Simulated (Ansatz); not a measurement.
# Gap against volume in KH6C3NO5 (P2_1/c) (64 atoms)

The cell holds 64 atoms: 4 K, 24 H, 12 C, 4 N and 20 O. Cell: a = 7.312 Å, b = 12.550 Å, c = 6.591 Å, α = 90.0°, β = 105.9°, γ = 90.0°. It derives from KH6C3NO5 (P2_1/c), repeated 1×1×1. The starting structure: KH6C3NO5, space group P2_1/c, structure from the Crystallography Open Database, 1 x 1 x 1 conventional cells; every coordinate displaced by a Gaussian of 0.01 Å; bonds to H set to neutron lengths (C-H 1.089, N-H 1.015, O-H 0.983, B-H 1.19 Å) where the listed ones are shorter.

Calculated with Ansatz 0.2.0: Kohn-Sham DFT, LDA, PAW (set soft_2), plane waves; cutoff 420 eV, k-mesh 2×1×2, fixed occupations. The relaxed cell was scaled evenly and the atoms were relaxed at each volume. The gap is that between the highest filled and the lowest empty Kohn-Sham level on the run's k-points.

| volume (Å³/atom) | gap (eV) |
| --- | --- |
| 8.1781 | 3.929 |
| 8.5416 | ? |
| 8.8142 | 4.064 |
| 9.0868 | 4.116 |
| 9.3594 | 4.159 |
| 9.6320 | 4.198 |

**Question.** Fit a straight line in ln V to the rows given and interpolate to the withheld row.

Worked fit:

A volume deformation potential makes the spacing linear in u = ln(V/V0), with V0 = 9.0868 Å³ the relaxed volume; v is the spacing.

| u = ln(V/V0) | v (eV) |
| --- | --- |
| -0.105360 | 3.9293 |
| -0.0304590 | 4.0636 |
| 0 | 4.1159 |
| 0.0295587 | 4.1591 |
| 0.0582684 | 4.1983 |

With n = 5: mean u = -0.00959844, mean v = 4.09324, Σ(u − ū)² = 0.015837, Σ(u − ū)(v − v̄) = 0.026244. Slope b = 0.026244 / 0.015837 = 1.6571; intercept a = v̄ − b ū = 4.1091.

At the withheld volume u = -0.06188, and v = a + b u.

Prediction at 8.5416: 4.007 eV. The run gave 4.013 eV, so the fit is low by 0.0060 eV (0.15 % of the value).

The slope, +1.66 eV, says that the spacing widens on expansion. Among the rows given, the largest miss of the fit is at 9.6320, by 0.0074 eV (2.8 % of the range of the table).

Limits: The table spans 16 % in volume, wide for a linear law. Local or semilocal functionals tend to put gaps under measured ones. The mesh needn't hold the band edges.

[Hosts, paths, dates, database ids (printed as entryN), source tags and the programs' standing remarks are cut or masked in the printed files.]
